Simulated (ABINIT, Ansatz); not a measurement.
# How the form of the self-energy moves the gap of CsGeBr3 (Pm-3m), part 2 of 2

Aim: compare treatments of exchange, screening and correlation for the gap of CsGeBr3 (Pm-3m).

ABINIT 10.8.3; PBEsol and many-body steps on it, plane waves. Known limits of the many-body steps: not at the basis limit; screening runs away on this mesh; no spin-orbit coupling; coarse k mesh.

So far. Step 4 (G0W0, Godby-Needs plasmon pole): The gap on the mesh goes from 0.50 eV to 1.84 eV, a correction of +1.35 eV. Step 5 (G0W0, von der Linden-Horsch plasmon pole): Against G0W0 in ABINIT (2×2×2 mesh, 201 bands, screening to 141.5 eV, Godby-Needs plasmon pole), the gap moves by −0.026 eV.

### 6. G0W0, Engel-Farid plasmon pole

Level of this step: G0W0 on PBEsol, plane waves, norm-conserving pseudopotentials (ABINIT).

File run.abi:

```
acell 3*1.0 Angstrom
rprim 
  5.533327140000 0.000000000000 0.000000000000
  0.000000000000 5.533327140000 0.000000000000
  0.000000000000 0.000000000000 5.533327140000
ntypat 3
znucl 55 32 35
natom 5
typat 1 2 3 3 3
xred 
  0.000000000000 0.000000000000 0.000000000000
  0.500000000000 0.500000000000 0.500000000000
  0.500000000000 0.500000000000 0.000000000000
  0.500000000000 0.000000000000 0.500000000000
  0.000000000000 0.500000000000 0.500000000000
pp_dirpath "pseudos"
pseudos "Cs.upf, Ge.upf, Br.upf"
ecut 56
ngkpt 2 2 2
nshiftk 1
shiftk 0 0 0
kptopt 1
chksymbreak 0
istwfk *1
occopt 1
irdwfk 1
optdriver 4
nband 201
gwcalctyp 0
ecutsigx 56
symsigma 1
nkptgw 2
kptgw 
  0.5000000000 0.5000000000 0.5000000000
  0.0000000000 0.0000000000 0.0000000000
bdgw 
  38 44
  39 44
ecuteps 5.2
irdscr 1
ppmodel 4
indata_prefix "in"
outdata_prefix "out"
tmpdata_prefix "tmp"
```

Started as:

```
$ OMP_NUM_THREADS=1 mpirun -n 4 abinit run.abi > log
```

Numbers of over 12 decimals in the logs are rounded to 6 here.

What it wrote:

```text
.Version 10.8.3 of ABINIT. v10.8.2 released Aug 2026.

 Symmetries : space group Pm -3 m (#221); Bravais cP (primitive cubic)
[... echo of the input left out ...]
== DATASET  1 ==================================================================
-   mpi_nproc: 4, omp_nthreads: 1 (-1 if OMP is not activated)

--- !DatasetInfo
iteration_state: {dtset: 1, }
dimensions: {natom: 5, nkpt: 4, mband: 201, nsppol: 1, nspinor: 1, nspden: 1, mpw: 22983, }
cutoff_energies: {ecut:  56.0, pawecutdg:  -1.0, }
[...]
Band     E0 <VxcDFT>   SigX SigC(E0)      Z dSigC/dE  Sig(E)    E-E0       E
[...]
43   6.519  -7.189  -3.213  -3.635   0.820  -0.220  -6.910   0.279   6.798
       44   6.519  -7.189  -3.213  -3.635   0.820  -0.220  -6.910   0.279   6.798

== END DATASET(S) ==============================================================
================================================================================

 -outvars: echo values of variables after computation  --------
           etotal      0.0000000000E+00
            nband         201
             nkpt           4
          spgroup         221
 [... the other variables as echoed above ...]

 Calculation completed.
```

Elapsed: 33 s, on 4 MPI ranks of Arm Neoverse V1, shared host; peak memory 3 GiB.

Numbers from this step:

```
G0W0 gap on the points computed              : 1.806 eV
starting gap on the mesh                     : 0.4958 eV
k of the valence top                         : 0.5, 0.5, 0.5
k of the conduction bottom                   : 0.5, 0.5, 0.5
least direct G0W0 gap on the computed points : 1.806 eV
```

Against G0W0 in ABINIT (2×2×2 mesh, 201 bands, screening to 141.5 eV, Godby-Needs plasmon pole), the gap moves by −0.035 eV.

### 7. One-shot Hartree-Fock

This step: one-shot Hartree-Fock on PBEsol, plane waves, norm-conserving pseudopotentials.

run.abi, as its differences from that of step 6:

```diff
@@ -27,4 +27,4 @@
 optdriver 4
-nband 201
-gwcalctyp 0
+nband 45
+gwcalctyp 5
 ecutsigx 56
@@ -38,5 +38,4 @@
   39 44
-ecuteps 5.2
-irdscr 1
-ppmodel 4
+ixc_sigma 40
+fftgw 31
 indata_prefix "in"
```

What it wrote:

```text
.Version 10.8.3 of ABINIT. v10.8.2 released Aug 2026.

 Symmetries : space group Pm -3 m (#221); Bravais cP (primitive cubic)
[... echo of the input left out ...]
== DATASET  1 ==================================================================
-   mpi_nproc: 4, omp_nthreads: 1 (-1 if OMP is not activated)

--- !DatasetInfo
iteration_state: {dtset: 1, }
dimensions: {natom: 5, nkpt: 4, mband: 45, nsppol: 1, nspinor: 1, nspden: 1, mpw: 22983, }
cutoff_energies: {ecut:  56.0, pawecutdg:  -1.0, }
[...]
Band     E0 <VxcDFT>   SigX SigC(E0)      Z dSigC/dE  Sig(E)    E-E0       E
[...]
43   6.519  -7.189  -3.213   0.000   1.000   0.000  -3.213   3.976  10.495
       44   6.519  -7.189  -3.213   0.000   1.000   0.000  -3.213   3.976  10.495

== END DATASET(S) ==============================================================
================================================================================

 -outvars: echo values of variables after computation  --------
           etotal      0.0000000000E+00
            nband          45
             nkpt           4
          spgroup         221
 [... the other variables as echoed above ...]

 Calculation completed.
```

Run time: 10 s. Hardware: 4 MPI ranks; peak memory 2.5 GiB.

This step gave:

```
quasiparticle gap on the points computed              : 7.651 eV
starting gap on the mesh                              : 0.4958 eV
k of the valence top                                  : 0.5, 0.5, 0.5
k of the conduction bottom                            : 0.5, 0.5, 0.5
least direct quasiparticle gap on the computed points : 7.651 eV
```

Against G0W0 in ABINIT (2×2×2 mesh, 201 bands, screening to 141.5 eV, Godby-Needs plasmon pole), the gap moves by +5.810 eV.

### 8. Side by side

Times are wall times on 4 MPI ranks of Arm Neoverse V1, shared host, good to a factor of about two. A run's time includes the screening step that it read.

```csv
run,mesh,bands,screening cutoff (eV),DFT gap (eV),gap on the mesh (eV),direct (eV),ε∞ used,time
"G0W0, Godby-Needs plasmon pole",2×2×2,201,141.5,0.496,1.841,1.841,137.05,4.5 min
"G0W0, von der Linden-Horsch plasmon pole",2×2×2,201,141.5,0.496,1.815,1.815,137.05,4.1 min
"G0W0, Engel-Farid plasmon pole",2×2×2,201,141.5,0.496,1.806,1.806,137.05,4.1 min
one-shot Hartree-Fock,2×2×2,-,-,0.496,7.651,7.651,-,10 s
```

### 9. What came out

```json
{
  "G0W0, Godby-Needs plasmon pole": "1.841 eV",
  "G0W0, von der Linden-Horsch plasmon pole": "1.815 eV",
  "G0W0, Engel-Farid plasmon pole": "1.806 eV",
  "one-shot Hartree-Fock": "7.651 eV",
  "known limits": "not at the basis limit; screening runs away on this mesh; no spin-orbit coupling; coarse k mesh"
}
```

In words: G0W0, von der Linden-Horsch plasmon pole: −0.026 eV against G0W0, Godby-Needs plasmon pole. G0W0, Engel-Farid plasmon pole: −0.035 eV against G0W0, Godby-Needs plasmon pole. One-shot Hartree-Fock: +5.810 eV against G0W0, Godby-Needs plasmon pole. Bare exchange alone opens the gap to 7.65 eV; against G0W0, correlation takes back 5.81 eV. Bands and cutoff are finite, so the gap is not at the basis limit. The miss can reach some tenths of an eV and take either sign; the mesh is an error of its own. In the G0W0 runs levels were corrected at 2 k points alone, so a gap called «on the mesh» is the least over those, and an edge elsewhere would be missed. The 2×2×2 mesh is coarse for this cell, which bears on the long-range parts of exchange and screening. This is the ideal cubic cell; many perovskites, halides above all, are cubic only on average, and local tilts or off-centring can widen the gap. For the PBEsol start: On this mesh the RPA ε∞ passes 90, more than nearly any semiconductor shows; a coarse mesh does this where one point with a narrow direct gap carries much weight. The screening is then too strong, and the G0W0 gap should not be taken as the material's. The many-body steps are scalar-relativistic: spin-orbit coupling is not in them.

[Paths, hosts, dates, memory and timing lines, banners, echoed tables and standing remarks are left out of the program output.]

[Logs are printed without paths, hosts, clocks, repeated set-up lines and the standing remarks that a program may print on its own settings, such as how far it seeks lower states.]

[Runs of the session that timed out or met a known fault of the program may be left out.]

[Hosts, paths, dates, database ids (printed as entryN), source tags and the programs' standing remarks are cut or masked in the printed files.]

[G0W0 gaps are taken among the corrected bands and points alone; a level outside them can change the order at an edge.]

[Where Ansatz stands beside ABINIT at settings called matched, ABINIT's density can come from a denser mesh and the files from another edition; pairs whose starting gaps differed by over 0.03 eV were left out, so agreement reads better than it is.]
